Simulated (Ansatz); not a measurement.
# Ni wire along [110], 17 atoms a period: bands along the axis, part 2 of 2

Wanted: the relaxed geometry and the bands of the Ni wire along [110], 17 atoms a period.

Ansatz 0.2.0; DFT PBE, plane waves, PAW; relaxation of a wire's period; PAW set soft_1 (the session's first sound run).

So far: The starting structure; Relaxing the period.

## (2) Relaxing the period (continued)

The steps of the relaxation:

```tsv
step	energy less that of the first step (eV)	largest force component (eV/Å)	pressure (GPa)	volume (Å³)
1	0.0000	0.7156	-3.34	491.47
2	-0.2934	0.4091	-1.71	485.63
3	-0.4117	0.0955	0.38	477.88
4	-0.4184	0.0122	-0.04	478.43
5*	-0.4141	0.0121	-0.03	478.43
```

Relaxation steps marked * repeat the geometry before them on a plane-wave basis chosen anew for their cell, so energy and pressure can jump there.

Forces are held to the 8 operations that the run works with; a distortion that breaks them can't arise in this run.

```tsv
cell as run	before	after	change
c (Å)	2.489	2.423	-2.7 %
```

The atoms that moved most (Å, along periodic axes as changes of fractional coordinates times the final cell, across vacuum about the mean position):

```tsv
atom	dx	dy	dz	length
Ni7	-0.030	0.115	0.000	0.119
Ni11	0.030	0.115	0.000	0.119
Ni10	-0.030	-0.115	0.000	0.119
Ni14	0.030	-0.115	0.000	0.119
Ni15	0.019	0.063	0.000	0.065
Ni17	-0.019	0.063	0.000	0.065
Ni1	0.019	-0.063	0.000	0.065
Ni5	-0.019	-0.063	0.000	0.065
```

This step gave:

| Item | Value |
| --- | --- |
| energy at zero smearing | -99263.9270 eV |
| total moment | 12.01 μB |
| absolute moment | 13.65 μB |
| cell length along the wire | 2.423 Å |

Site moment by atom:

```tsv
atom	site moment (μB)
Ni1	0.792
Ni2	0.773
Ni3	0.703
Ni4	0.691
Ni5	0.792
Ni6	0.773
Ni7	0.769
Ni8	0.695
Ni9	0.695
Ni10	0.769
Ni11	0.769
Ni12	0.695
Ni13	0.695
Ni14	0.769
Ni15	0.792
Ni16	0.703
Ni17	0.792
```

The cell's length comes to 2.423 Å with an absolute moment of 13.65 μB a cell.

## (3) The perfect wire

This step: DFT PBE, plane waves, PAW; bands of a perfect wire; PAW set soft_1 (Ansatz 0.2.0).

At the relaxed period the bands are computed along the axis; those that cross an energy going forward count the channels that a perfect wire would open there.

Input file input.yaml:

```yaml
crystal:
  lattice:
    - [13.84, 0.0, 0.0]
    - [0.0, 14.267, 0.0]
    - [0.0, 0.0, 2.4230020771]
  atoms:
    - { symbol: Ni, position: [0.2470359, 0.670074536, 0.0], spin: 0.79 }
    - { symbol: Ni, position: [0.244777882, 0.5, 0.0], spin: 0.77 }
    - { symbol: Ni, position: [0.5, 0.676867496, 0.0], spin: 0.7 }
    - { symbol: Ni, position: [0.5, 0.5, 0.0], spin: 0.69 }
    - { symbol: Ni, position: [0.7529641, 0.670074536, 0.0], spin: 0.79 }
    - { symbol: Ni, position: [0.755222118, 0.5, 0.0], spin: 0.77 }
    - { symbol: Ni, position: [0.370633382, 0.24638441, 0.5], spin: 0.77 }
    - { symbol: Ni, position: [0.372002855, 0.414489045, 0.5], spin: 0.69 }
    - { symbol: Ni, position: [0.372002855, 0.585510955, 0.5], spin: 0.69 }
    - { symbol: Ni, position: [0.370633382, 0.75361559, 0.5], spin: 0.77 }
    - { symbol: Ni, position: [0.629366618, 0.24638441, 0.5], spin: 0.77 }
    - { symbol: Ni, position: [0.627997145, 0.414489045, 0.5], spin: 0.69 }
    - { symbol: Ni, position: [0.627997145, 0.585510955, 0.5], spin: 0.69 }
    - { symbol: Ni, position: [0.629366618, 0.75361559, 0.5], spin: 0.77 }
    - { symbol: Ni, position: [0.2470359, 0.329925464, 0.0], spin: 0.79 }
    - { symbol: Ni, position: [0.5, 0.323132504, 0.0], spin: 0.7 }
    - { symbol: Ni, position: [0.7529641, 0.329925464, 0.0], spin: 0.79 }
magnetization:
  spin_polarized: true
kpoints:
  mp_grid: { grid: [1, 1, 34] }
  band_path: { path: ["Γ", Z], npoints: 90 }
scf:
  occupations: { method: fermi_dirac, width: 0.05 }
hamiltonian:
  xc: pbe
  pseudopotentials: { kind: paw, azcp: { folder: soft_1 } }
output:
  dos: { e_range: [-5, 4] }
  write_potential: true
  write_density: true
  volumetric_format: npy
```

Run with:

```
> ansatz run input.yaml --threads 4 --pin off --max-ram 16384MiB --backend cpu --events-out ev --progress --plain --runs-dir out
```

Numbers of over 12 decimals in the logs are rounded to 6 here.

The log of the run:

```text
[...]
Crystal: 17 atoms, lattice volume = 478.435 Å³
Basis set: ecut = 420 eV, 9277 PW (Γ)
Bands: 192, of which v1, the nominal top of the filled ones, is band 153 counted from 1 (152 counted from 0)
Symmetry: 8 space group operations
[...]
k-points: 18 of 34
[...]
Starting moments: Σ|m| = 12.63 μB on 17 of 17 sites
[...]
SCF iter   1: F=—  HF=-99248.792935 eV  |F-HF|=—  |Δ(HF+E_count)|=         —  Δρ=3.22e-2 (↑2.51e-2 ↓3.22e-2)  dr2=2.73e1  dr2_m=2.62e0  M=14.527 μB ∫|m|=15.181 μB  β_m=0.30  ethr=3.10e-3  ⟨swp⟩=7.9  Hψ=30836  notcnv=0  defer=393
[...]
SCF iter  16: F=-99264.068734 eV  HF=-99264.068735 eV  |F-HF|=9.24e-9  |Δ(HF+E_count)|=   1.06e-9  Δρ=1.23e-6 (↑3.71e-7 ↓1.23e-6)  dr2=1.12e-8  dr2_m=1.13e-9  M=12.014 μB ∫|m|=13.636 μB  ethr=2.12e-11  ⟨swp⟩=11.1  Hψ=29239  notcnv=0
SCF 1 converged in 16 iterations: F = -99264.068734 eV  dr2 = 1.12e-8
[...]
WARN: The output density's exchange-correlation potential varies sharply where the density is thin. Do not read a vacuum level from v_tot or v_xc, or from such a field of the output density. On a cell that repeats whose density bears no net charge and no dipole along the vacuum's axis use v_es (v_loc + v_h of the components); under efield.dipole_correction with no amplitude use v_es + v_field, which holds any externa [...]
NSCF: frozen V_eff on 91 k-points
SCF converged after 16 iterations
Magnetization: 12.0140 μB (159.0070 up, 146.9930 down)
Absolute magnetization: 13.6530 μB (∫|ρ↑−ρ↓|, with the PAW one-centre terms)
[...]
Per-site moments (μB) at R_I (Å): [(0.791000, 0.994666), (0.774294, 0.999488), (0.703353, 0.999488), (0.694958, 0.999488), (0.791000, 0.994666), (0.774294, 0.999488), (0.767845, 0.989350), (0.696199, 0.989350), (0.696199, 0.989350), (0.767845, 0.989350), (0.767845, 0.989350), (0.696199, 0.989350), (0.696199, 0.989350), (0.767845, 0.989350), (0.791000, 0.994666), (0.703353, 0.999488), (0.791000, 0.994666)]
Free energy (F): -99264.068734 eV
[...]
Internal energy: -99263.792670 eV  (E = F + TS)
E sigma→0 (E₀):  -99263.930702 eV
Entropy (-TS):   -0.276065 eV (-16.239 meV/atom)
Fermi energy:    4.190277 eV
[...]
--- Band table (eV; the first three rows and the last of 36) ---
  k-point 0 ↑: bands = [... 149 lower, 3.4518, 3.4851, 3.5051, 3.5162, 3.5301, 3.5315, 3.5645, 3.5699, ... 35 higher]
  k-point 1 ↑: bands = [... 149 lower, 3.4049, 3.4926, 3.5043, 3.5173, 3.5179, 3.5229, 3.5303, 3.5729, ... 35 higher]
  k-point 2 ↑: bands = [... 149 lower, 3.3879, 3.4265, 3.4775, 3.4861, 3.4869, 3.5084, 3.5116, 3.5475, ... 35 higher]
  k-point 17 ↓: bands = [... 149 lower, 4.6239, 4.6274, 4.7051, 4.7451, 5.4472, 5.6152, 5.9458, 5.9791, ... 35 higher]
```

The job ended after 7.4 min (4 threads of Arm Neoverse V1, shared host; peak memory 7.2 GiB).

Numbers from this step:

```
energy at zero smearing : -99263.9307 eV
band gap                : 0 eV
```

Between Γ and Z the bands cross the Fermi level 27 times, so a perfect wire would conduct at least 13.5 G₀, with an absolute moment of 13.65 μB a cell.

## (4) Results

```
cell length, PBE                                            : 2.423 Å
absolute moment, PBE                                        : 13.7 μB
ballistic conductance by band crossings, a lower bound, PBE : 13.5 G₀
```

**Reading.** Under PBE the cell's length is 2.42 Å, the absolute moment is 13.65 μB a cell, and the bands cross the Fermi level 27 times between Γ and Z, which gives a perfect wire at least 13.5 G₀ (opposite crossings within one step of the path cancel in such a count). In the perfect wire the moments were started parallel, and no opposed start was run. No search over magnetic orders was made; another may lie lower.

[Logs are printed without paths, hosts, clocks, repeated set-up lines and the standing remarks that a program may print on its own settings, such as how far it seeks lower states.]

[Hosts, paths, dates, database ids (printed as entryN), source tags and the programs' standing remarks are cut or masked in the printed files.]
